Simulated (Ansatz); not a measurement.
# linear Zr chain: period, moment and channels by functional, part 3 of 4

Wanted: the relaxed geometry and the open channels of the linear Zr chain, by several methods.

Ansatz 0.2.0; DFT PBE, plane waves, PAW; relaxation of a chain's period (the session's first sound run).

So far, conductance of the lead as this run defines it (G₀): step 3 (the perfect wire, level PBE, cutoff 420 eV) 4.97; step 5 (RPBE, another cell, other starting moments) 4.69. Also absolute moment (μB): step 2 (relaxation of atoms and period, level PBE, cutoff 420 eV) 0.545; step 3 0.505; step 4 (RPBE) 0.501; step 6 (r2SCAN, cutoff 500 eV) 3.10.

### Step 7. The wire at its relaxed period, level r2SCAN, cutoff 500 eV

This step: DFT r2SCAN, plane waves, PAW; channels and complex bands of a perfect chain (Ansatz 0.2.0).

The channels are counted again under r2SCAN, at the period that it gave. Its window is narrower, to save time.

Contents of input.yaml:

```yaml
crystal:
  lattice:
    - [7.5, 0.0, 0.0]
    - [0.0, 7.5, 0.0]
    - [0.0, 0.0, 2.9633136135]
  atoms:
    - { symbol: Zr, position: [0.5, 0.5, 0.0], spin: 1.64 }
magnetization:
  spin_polarized: true
kpoints:
  mp_grid: { grid: [1, 1, 27] }
  band_path: { path: ["Γ", Z], npoints: 60 }
scf:
  occupations: { method: fermi_dirac, width: 0.05 }
hamiltonian:
  xc: r2scan
output:
  transmission:
    e_range: [-0.7, 0.7]
    de: 0.035
    kmesh: [1, 1]
    reduced_basis: true
    leads: [[0, 0]]
  dos: { projected: true, e_range: [-6, 4] }
```

Started as:

```console
$ ansatz run input.yaml --threads 4 --pin off --max-ram 8192MiB --backend cpu --events-out ev --progress --plain --runs-dir out
```

Numbers of over 12 decimals in the logs are rounded to 6 here.

The log of the run:

```text
[...]
Crystal: 1 atoms, lattice volume = 166.686 Å³
Basis set: ecut = 500 eV, 4251 PW (Γ), exchange–correlation on 240×240×96 points (64 copies of the dense FFT grid, shifted against one another)
Bands: 11, of which v1, the nominal top of the filled ones, is band 6 counted from 1 (5 counted from 0)
Symmetry: 16 space group operations
[...]
k-points: 14 of 27
[...]
--- Transmission ---
  basis      : 593 plane waves across, 4 finite elements along
  points     : 1, standing for a mesh of 1 x 1
[...]
crystal 0  : Zr1, at the sites [0, 0], period 2.9633 Å: whole cells are its period
[...]
filled         : 3.7 meV over the level at which it is neutral
    channels       : 5.000000e0 up, 1.000000e0 down
[...]
[key lines of the parts left out:]
SCF converged after 2 iterations
Magnetization: 3.0417 μB (7.5209 up, 4.4791 down)
Free energy (F): -4190.837033 eV
Fermi energy:    -0.687207 eV
```

It took 3 min on 4 threads of Arm Neoverse N1, shared host; peak memory 0.83 GiB; 7.6 min of CPU time.

Table of open channels of the lead by energy, zero at the Fermi level:

| energy (eV) | spin up | spin down |
| --- | --- | --- |
| -0.700 | 5 | 1 |
| -0.665 | 5 | 1 |
| -0.630 | 5 | 1 |
| -0.595 | 5 | 1 |
| -0.560 | 5 | 1 |
| -0.525 | 5 | 1 |
| -0.490 | 5 | 1 |
| -0.420 | 5 | 1 |
| -0.385 | 5 | 1 |
| -0.350 | 5 | 1 |
| -0.315 | 5 | 1 |
| -0.280 | 5 | 1 |
| -0.245 | 5 | 1 |
| -0.210 | 5 | 1 |
| -0.175 | 5 | 1 |
| -0.140 | 5 | 1 |
| -0.105 | 5 | 1 |
| -0.070 | 5 | 1 |
| -0.035 | 5 | 1 |
| 0.000 | 5 | 1 |
| 0.035 | 4 | 1 |
| 0.070 | 4 | 1 |
| 0.105 | 4 | 1 |
| 0.140 | 4 | 1 |
| 0.175 | 4 | 1 |
| 0.210 | 4 | 1 |
| 0.245 | 4 | 1 |
| 0.280 | 4 | 1 |
| 0.315 | 4 | 1 |
| 0.350 | 5 | 1 |
| 0.385 | 5 | 2 |
| 0.420 | 5 | 2 |
| 0.490 | 5 | 4 |
| 0.525 | 5 | 4 |
| 0.560 | 5 | 4 |
| 0.595 | 5 | 4 |
| 0.630 | 5 | 4 |
| 0.665 | 5 | 4 |
| 0.700 | 5 | 4 |

At the computed energy nearest the Fermi level there are 5 spin-up and 1 spin-down channels, and the thermal average gives 2.79 G₀.

### Step 8. Relaxation of atoms and period

This step: DFT PBEsol, plane waves, PAW; relaxation of a chain's period (Ansatz 0.2.0).

The relaxation is repeated under another functional. PBEsol weakens PBE's gradient terms and usually lands between LDA and PBE.

input.yaml, the sections that differ from step 7:

```yaml
crystal:
  lattice:
    - [7.5, 0.0, 0.0]
    - [0.0, 7.5, 0.0]
    - [0.0, 0.0, 3.255]
  atoms:
    - { symbol: Zr, position: [0.5, 0.5, 0.0], spin: 1.0 }
kpoints:
  mp_grid: { grid: [1, 1, 25] }
hamiltonian:
  xc: pbesol
relax:
  cell: { fix: [a, b, alpha, beta, gamma] }
  max_steps: 60
# magnetization, scf: as in step 7
# output: removed
```

The log of the run:

```text
[...]
Crystal: 1 atoms, lattice volume = 183.094 Å³
Basis set: ecut = 420 eV, 3587 PW (Γ), exchange–correlation on 108×108×48 points (8 copies of the dense FFT grid, shifted against one another)
Bands: 11, of which v1, the nominal top of the filled ones, is band 6 counted from 1 (5 counted from 0)
Symmetry: 16 space group operations
[...]
-0.500585       0.000000       0.000000
        0.000000      -0.500585       0.000000
        0.000000       0.000000      -0.000835
  P = ⅓ Tr σ = -0.3340 GPa (-3.340 kbar)
--- Relaxed structure (8 steps of the walk, 8 accepted, 1 SCFs on fresh bases) ---
[...]
cell:  # Å, volume = 140.5509 Å³
    - [7.5, 0.0, 0.0]
    - [0.0, 7.5, 0.0]
    - [0.0, 0.0, 2.498683]
  atoms:
    - { symbol: Zr, position: [0.5, 0.5, 0.0] }
[key lines of the parts left out:]
SCF converged after 6 iterations
Magnetization: 0.6035 μB (6.3018 up, 5.6982 down)
Free energy (F): -4124.712584 eV
Fermi energy:    -0.662060 eV
```

Run time: 61 s. Hardware: 4 threads; peak memory 0.44 GiB; 85 s of CPU time.

Step by step:

| step | energy less that of the first step (eV) | largest force component (eV/Å) | pressure (GPa) | volume (Å³) |
| --- | --- | --- | --- | --- |
| 1 | 0.0000 | 0.0000 | -1.33 | 183.09 |
| 2 | -0.1683 | 0.0000 | -1.11 | 174.17 |
| 3 | -0.3847 | 0.0000 | -1.99 | 165.24 |
| 4 | -0.6441 | 0.0000 | -1.71 | 156.32 |
| 5 | -0.8325 | 0.0000 | -1.10 | 147.39 |
| 6 | -0.8794 | 0.0000 | -0.07 | 138.46 |
| 7 | -0.8846 | 0.0000 | -0.32 | 140.42 |
| 8 | -0.8846 | 0.0000 | -0.33 | 140.55 |
| 9* | -0.8844 | 0.0000 | -0.33 | 140.55 |

Relaxation steps marked * repeat the geometry before them on a plane-wave basis chosen anew for their cell, so energy and pressure can jump there.

| cell as run | before | after | change |
| --- | --- | --- | --- |
| c (Å) | 3.255 | 2.499 | -23.2 % |

The relaxed structure:

```xyz
1
Lattice="7.5000 0.0000 0.0000 0.0000 7.5000 0.0000 0.0000 0.0000 2.4987" Properties=species:S:1:pos:R:3
Zr    3.7500    3.7500    0.0000
```

The cell's length comes to 2.499 Å, -1.6 % against the first run, with an absolute moment of 0.60 μB a cell. That is -23 % against the start, more than a small adjustment.

The cell shrank by 23.2 % in its periodic edges.

### Step 9. The perfect wire, level PBEsol, cutoff 420 eV

This step: DFT PBEsol, plane waves, PAW; channels and complex bands of a perfect chain (Ansatz 0.2.0).

The channels are counted again under PBEsol, at the period that it gave.

input.yaml, the sections that differ from step 8:

```yaml
crystal:
  lattice:
    - [7.5, 0.0, 0.0]
    - [0.0, 7.5, 0.0]
    - [0.0, 0.0, 2.4986834328]
  atoms:
    - { symbol: Zr, position: [0.5, 0.5, 0.0], spin: 0.26 }
kpoints:
  mp_grid: { grid: [1, 1, 33] }
  band_path: { path: ["Γ", Z], npoints: 60 }
output:
  transmission:
    e_range: [-2, 2]
    de: 0.035
    kmesh: [1, 1]
    reduced_basis: true
    leads: [[0, 0]]
  dos: { projected: true, e_range: [-6, 4] }
# magnetization, scf, hamiltonian: as in step 8
# relax: removed
```

The log of the run:

```text
[...]
Crystal: 1 atoms, lattice volume = 140.551 Å³
Basis set: ecut = 420 eV, 2753 PW (Γ)
Bands: 11, of which v1, the nominal top of the filled ones, is band 6 counted from 1 (5 counted from 0)
Symmetry: 16 space group operations
[...]
k-points: 17 of 33
[...]
Starting moments: Σ|m| = 0.26 μB on 1 of 1 site
[...]
--- Transmission ---
  basis      : 497 plane waves across, 4 finite elements along
  points     : 1, standing for a mesh of 1 x 1
[...]
crystal 0  : Zr1, at the sites [0, 0], period 2.4987 Å: whole cells are its period
[...]
filled         : 3.2 meV over the level at which it is neutral
    channels       : 6.000000e0 up, 4.000000e0 down
[...]
[key lines of the parts left out:]
SCF converged after 11 iterations
Magnetization: 0.6351 μB (6.3175 up, 5.6825 down)
Free energy (F): -4124.716981 eV
Fermi energy:    -0.662050 eV
```

Wall time 53 s (4 threads); peak memory 0.54 GiB.

At the computed energy nearest the Fermi level there are 6 spin-up and 4 spin-down channels, and the thermal average gives 5.00 G₀.

### Step 10. The series together

Times are for 4 threads of Arm Neoverse N1, shared host. The runs compared:

| no. | level | conductance of the lead as this run defines it (G₀) | absolute moment (μB) | time | memory (GiB) |
| --- | --- | --- | --- | --- | --- |
| 1 | PBE | 4.970 | 0.5054 | 83 s | 0.6 |
| 2 | RPBE | 4.691 | 0.4908 | 56 s | 0.54 |
| 3 | r2SCAN | 2.788 | 3.042 | 3 min | 0.83 |
| 4 | PBEsol | 4.999 | 0.6353 | 53 s | 0.54 |

### Step 11. Relaxation of atoms and period, cutoff 897.976 eV

This step: DFT PBE, plane waves, norm-conserving; relaxation of a chain's period (Ansatz 0.2.0).

The same functional on other atomic datasets tests how far the result hangs on the treatment of the cores. Against the first PBE run of this kind, the cutoff is 897.976 eV against 420.

input.yaml, the sections that differ from step 9:

```yaml
crystal:
  lattice:
    - [7.5, 0.0, 0.0]
    - [0.0, 7.5, 0.0]
    - [0.0, 0.0, 3.255]
  atoms:
    - { symbol: Zr, position: [0.5, 0.5, 0.0], spin: 1.0 }
kpoints:
  mp_grid: { grid: [1, 1, 25] }
hamiltonian:
  xc: pbe
  pseudopotentials: { kind: nc }
relax:
  cell: { fix: [a, b, alpha, beta, gamma] }
  max_steps: 60
# magnetization, scf: as in step 9
# output: removed
```

The log of the run:

```text
[...]
Crystal: 1 atoms, lattice volume = 183.094 Å³
Basis set: ecut = 897.975746 eV, 11119 PW (Γ), exchange–correlation on 150×150×64 points (8 copies of the dense FFT grid, shifted against one another)
Bands: 11, of which v1, the nominal top of the filled ones, is band 6 counted from 1 (5 counted from 0)
Symmetry: 16 space group operations
[...]
-0.493664       0.000000       0.000000
        0.000000      -0.493664       0.000000
        0.000000       0.000000       0.021932
  P = ⅓ Tr σ = -0.3218 GPa (-3.218 kbar)
--- Relaxed structure (7 steps of the walk, 7 accepted, 1 SCFs on fresh bases) ---
[...]
cell:  # Å, volume = 142.8261 Å³
    - [7.5, 0.0, 0.0]
    - [0.0, 7.5, 0.0]
    - [0.0, 0.0, 2.539131]
  atoms:
    - { symbol: Zr, position: [0.5, 0.5, 0.0] }
[key lines of the parts left out:]
SCF converged after 5 iterations
Magnetization: 0.5586 μB (6.2793 up, 5.7207 down)
Free energy (F): -1373.490180 eV
Fermi energy:    -0.590993 eV
```

The job ended after 1.7 min (4 threads; peak memory 0.65 GiB).

The cell's length comes to 2.539 Å, +0.0 % against the first run, with an absolute moment of 0.56 μB a cell. That is -22 % against the start, more than a small adjustment.

### Step 12. Relaxing the period

This step: DFT PBE, plane waves, PAW; relaxation of a chain's period (Ansatz 0.2.0).

The same relaxation without spin shows what magnetism does to the bond.

input.yaml, the sections that differ from step 11:

```yaml
crystal:
  lattice:
    - [7.5, 0.0, 0.0]
    - [0.0, 7.5, 0.0]
    - [0.0, 0.0, 3.255]
  atoms:
    - { symbol: Zr, position: [0.5, 0.5, 0.0] }
hamiltonian:
  xc: pbe
# kpoints, scf, relax: as in step 11
# magnetization: removed
```

The log of the run:

```text
[...]
Crystal: 1 atoms, lattice volume = 183.094 Å³
Basis set: ecut = 420 eV, 3587 PW (Γ), exchange–correlation on 108×108×48 points (8 copies of the dense FFT grid, shifted against one another)
Bands: 10, of which v1, the nominal top of the filled ones, is band 6 counted from 1 (5 counted from 0)
Symmetry: 16 space group operations
[...]
k-points: 13 of 25
[...]
--- Stress (GPa, compression-positive) ---
       -0.511366       0.000000       0.000000
        0.000000      -0.511366       0.000000
        0.000000       0.000000      -0.027344
  P = ⅓ Tr σ = -0.3500 GPa (-3.500 kbar)
--- Relaxed structure (7 steps of the walk, 7 accepted, 1 SCFs on fresh bases) ---
[...]
cell:  # Å, volume = 142.6113 Å³
    - [7.5, 0.0, 0.0]
    - [0.0, 7.5, 0.0]
    - [0.0, 0.0, 2.535313]
  atoms:
    - { symbol: Zr, position: [0.5, 0.5, 0.0] }
[key lines of the parts left out:]
SCF converged after 7 iterations
Free energy (F): -4180.175893 eV
Fermi energy:    -0.552807 eV
```

The job ended after 8.1 s (4 threads; peak memory 0.4 GiB).

The cell's length comes to 2.535 Å, -0.1 % against the first run, with spin left out. That is -22 % against the start, more than a small adjustment.

### Step 13. Side by side

Times are for 4 threads of Arm Neoverse N1, shared host. Results by setting:

| no. | level | cell length along the wire (Å) | absolute moment (μB) | time | memory (GiB) |
| --- | --- | --- | --- | --- | --- |
| 1 | PBE | 2.539 | 0.5452 | 42 s | 0.44 |
| 2 | RPBE | 2.568 | 0.5014 | 44 s | 0.44 |
| 3 | r2SCAN | 2.963 | 3.104 | 42 s | 0.82 |
| 4 | PBEsol | 2.499 | 0.6037 | 61 s | 0.44 |
| 5 | PBE, NC files | 2.539 | 0.5587 | 1.7 min | 0.65 |
| 6 | PBE, no spin | 2.535 | 0 | 8.1 s | 0.40 |

### Step 14. Two-component spinors, moment axis along the chain

This step: DFT PBE, plane waves, fully relativistic PAW; channels of a perfect chain with spin-orbit coupling (Ansatz 0.2.0).

Spin-orbit coupling mixes the spins and splits bands that cross or touch without it, so it can open or close channels. Fully relativistic datasets take the place of the scalar ones. The window is narrow, since spinor matrices are twice as large.

Contents of input.yaml:

```yaml
crystal:
  lattice:
    - [7.5, 0.0, 0.0]
    - [0.0, 7.5, 0.0]
    - [0.0, 0.0, 2.5385322133]
  atoms:
    - { symbol: Zr, position: [0.5, 0.5, 0.0], spin: 0.24, spin_axis: [0.0, 0.0, 1.0] }
kpoints:
  mp_grid: { grid: [1, 1, 32] }
  band_path: { path: ["Γ", Z], npoints: 60 }
scf:
  occupations: { method: fermi_dirac, width: 0.05 }
hamiltonian:
  xc: pbe
  pseudopotentials: { kind: paw_fr }
output:
  transmission:
    e_range: [-0.42, 0.42]
    de: 0.035
    kmesh: [1, 1]
    reduced_basis: false
    leads: [[0, 0]]
magnetization:
  noncollinear: true
  spin_orbit: true
```

The log of the run:

```text
[...]
Crystal: 1 atoms, lattice volume = 142.792 Å³
Basis set: ecut = 420 eV, 2809 PW (Γ)
Bands: 20, of which v1, the nominal top of the filled ones, is band 12 counted from 1 (11 counted from 0)
Symmetry: 8 space group operations + 8 with time reversal
[...]
k-points: 17 of 32
Projection manifold: j_resolved (fully-relativistic pseudo-atomic orbitals)
[...]
Starting moments: Σ|m| = 0.24 μB on 1 of 1 site
[...]
SCF iter   1: F=—  HF=-4182.358581 eV  |F-HF|=—  |Δ(HF+E_count)|=         —  Δρ=3.84e-2  dr2=4.18e0  dr2_m=1.39e-2  ethr=3.10e-3  |M|=7.29e-2 ∫|m|=7.29e-2 μB  |m|>n=9.5e-5 m-floor=9.5e-5 τ_xc=0.0e0 mc-row=9.5e-5  β_m=0.30  ⟨swp⟩=9.5  Hψ=2246  notcnv=0
[...]
SCF iter  15: F=—  HF=-4181.038366 eV  |F-HF|=—  |Δ(HF+E_count)|=   2.86e-4  Δρ=8.07e-4  dr2=1.01e-3  dr2_m=5.09e-5  ethr=1.24e-8  |M|=4.85e-1 ∫|m|=4.86e-1 μB  |m|>n=0.0e0 m-floor=0.0e0 τ_xc=4.5e-4 mc-row=0.0e0  β_m=0.30  ⟨swp⟩=2.6  Hψ=591  notcnv=0  defer=13
[...]
spin-set hold released at iteration 15 (site moments' squared step at or under half its running peak, from the soft ceiling on): the magnetisation degrees of freedom join the quasi-Newton model from the next iteration; the mixer history was flushed
SCF iter  16: F=—  HF=-4181.038266 eV  |F-HF|=—  |Δ(HF+E_count)|=   1.00e-4  Δρ=4.43e-4  dr2=2.02e-4  dr2_m=2.31e-5  ethr=1.24e-8  |M|=4.84e-1 ∫|m|=4.85e-1 μB  |m|>n=0.0e0 m-floor=0.0e0 τ_xc=4.9e-4 mc-row=0.0e0  β_m=0.41  ⟨swp⟩=4.1  Hψ=854  notcnv=0  defer=13
[...]
SCF iter  24: F=-4181.038467 eV  HF=-4181.038467 eV  |F-HF|=0.00e0  |Δ(HF+E_count)|=  3.89e-10  Δρ=9.57e-8  dr2=7.77e-12  dr2_m=3.40e-12  ethr=1.13e-12  |M|=5.18e-1 ∫|m|=5.18e-1 μB  |m|>n=0.0e0 m-floor=0.0e0 τ_xc=7.9e-4 mc-row=0.0e0  ⟨swp⟩=3.0  Hψ=776  notcnv=0
SCF 1 converged in 24 iterations: F = -4181.038467 eV  dr2 = 7.77e-12
[...]
transmission: 4 of 4 steps passed
SCF converged after 24 iterations
Magnetization: |M| = 0.5178 μB,  M = (-0.0000, +0.0000, +0.5178) μB
Absolute magnetization: 0.5181 μB (∫|m|, with the PAW one-centre terms)
  site 0: m = (-0.0000, +0.0000, +0.2182) μB, |m| = 0.2182 μB  (R = 1.05 Å)
Free energy (F): -4181.038467 eV
[...]
Internal energy: -4181.014557 eV  (E = F + TS)
E sigma→0 (E₀):  -4181.026512 eV
Entropy (-TS):   -0.023910 eV (-23.910 meV/atom)
Fermi energy:    -0.595867 eV
[...]
--- Band table (eV; the first three rows and the last of 17) ---
  k-point 0: bands = [... 8 lower, -3.1457, -2.9592, -1.9369, -1.6301, -0.8877, -0.6613, -0.4527, -0.3652, ... 4 higher]
  k-point 1: bands = [... 8 lower, -3.0798, -2.8921, -1.9038, -1.5982, -0.8721, -0.6461, -0.4370, -0.3497, ... 4 higher]
  k-point 2: bands = [... 8 lower, -2.8903, -2.6978, -1.7992, -1.4980, -0.8256, -0.6008, -0.3902, -0.3032, ... 4 higher]
  k-point 16: bands = [... 8 lower, -2.3637, -2.3240, -2.1695, -2.1297, 1.2567, 1.4373, 1.6952, 1.8296, ... 4 higher]
--- Transmission ---
  basis      : 497 plane waves across, 4 finite elements along
  points     : 1, standing for a mesh of 1 x 1
[...]
crystal 0  : Zr1, at the sites [0, 0], period 2.5385 Å: whole cells are its period
[...]
filled         : 4.6 meV under the level at which it is neutral
    channels       : 8.000000e0 of both spins
[...]
```

Elapsed: 17 min, on 4 threads; peak memory 4.7 GiB; 51 min of CPU time.

Numbers from this step:

* energy at zero smearing: -4181.0265 eV
* total moment: 0.5178 μB
* absolute moment: 0.5181 μB
* conductance of the lead as this run defines it: 4.194 G₀
* channels at the energy nearest the Fermi level, both spins: 8

Open channels of the lead, both spins against energy, zero at the Fermi level:

energy (eV), open channels of the lead, both spins and a bar from the least value:
```
   -0.420        8.0 ##########
   -0.385        8.0 ##########
   -0.350        8.0 ##########
   -0.315        8.0 ##########
   -0.245        9.0 ###############
   -0.210        9.0 ###############
   -0.175        9.0 ###############
   -0.140        9.0 ###############
   -0.105        7.0 #####
   -0.070        7.0 #####
   -0.035        6.0 
    0.000        8.0 ##########
    0.035       10.0 ####################
    0.070       10.0 ####################
    0.105       10.0 ####################
    0.140       10.0 ####################
    0.175       11.0 #########################
    0.210       11.0 #########################
    0.245       12.0 ##############################
    0.315       12.0 ##############################
    0.350       12.0 ##############################
    0.385       12.0 ##############################
    0.420       12.0 ##############################
```

The slowest values at each energy, most degenerate partners merged, listed up to 1.5 1/Å. The Im kz of the slowest decaying states by energy, zero at the Fermi level:

| energy (eV) | decay 1 (Å⁻¹) | decay 2 (Å⁻¹) | decay 3 (Å⁻¹) | decay 4 (Å⁻¹) |
| --- | --- | --- | --- | --- |
| -0.420 | 0.221 | 0.369 | 0.454 | 0.490 |
| -0.385 | 0.188 | 0.351 | 0.440 | 0.477 |
| -0.350 | 0.149 | 0.331 | 0.426 | 0.464 |
| -0.315 | 0.0942 | 0.311 | 0.411 | 0.450 |
| -0.280 | 0.288 | 0.395 | 0.436 | 0.848 |
| -0.245 | 0.264 | 0.379 | 0.421 | 0.842 |
| -0.210 | 0.237 | 0.362 | 0.406 | 0.836 |
| -0.175 | 0.207 | 0.344 | 0.390 | 0.829 |
| -0.140 | 0.171 | 0.325 | 0.373 | 0.823 |
| -0.105 | 0.00433 | 0.125 | 0.305 | 0.355 |
| -0.070 | 0.00828 | 0.0425 | 0.283 | 0.336 |
| -0.035 | 0.00318 | 0.00738 | 0.259 | 0.317 |
| 0.000 | 0.00661 | 0.232 | 0.295 | 0.798 |
| 0.035 | 0.202 | 0.272 | 0.791 | 0.805 |
| 0.070 | 0.166 | 0.247 | 0.784 | 0.799 |
| 0.105 | 0.120 | 0.219 | 0.778 | 0.792 |
| 0.140 | 0.0347 | 0.186 | 0.771 | 0.786 |
| 0.175 | 0.146 | 0.764 | 0.779 | 0.808 |
| 0.210 | 0.0889 | 0.757 | 0.772 | 0.801 |
| 0.245 | 0.750 | 0.765 | 0.795 | 0.808 |
| 0.280 | 0.743 | 0.759 | 0.788 | 0.802 |
| 0.315 | 0.736 | 0.752 | 0.782 | 0.795 |
| 0.350 | 0.728 | 0.745 | 0.775 | 0.789 |
| 0.385 | 0.721 | 0.737 | 0.768 | 0.782 |
| 0.420 | 0.713 | 0.730 | 0.762 | 0.776 |

The electronic bands at the labelled points (eV, zero at the Fermi level):

| point | band 9 | band 10 | band 11 | band 12 | band 13 | band 14 | band 15 | band 16 |
| --- | --- | --- | --- | --- | --- | --- | --- | --- |
| Γ | -2.55 | -2.36 | -1.34 | -1.03 | -0.29 | -0.07 | 0.14 | 0.23 |
| halfway | -0.38 | -0.09 | 0.05 | 0.13 | 0.25 | 0.33 | 0.62 | 0.82 |
| Z | -1.77 | -1.73 | -1.57 | -1.53 | 1.85 | 2.03 | 2.29 | 2.43 |

At the computed energy nearest the Fermi level there are 8 spinor channels, and the thermal average gives 4.19 G₀. The run ends with an absolute moment of 0.52 μB a cell.

[end of part 3 of 4]

[Logs are printed without paths, hosts, clocks, repeated set-up lines and the standing remarks that a program may print on its own settings, such as how far it seeks lower states.]

[Hosts, paths, dates, database ids (printed as entryN), source tags and the programs' standing remarks are cut or masked in the printed files.]
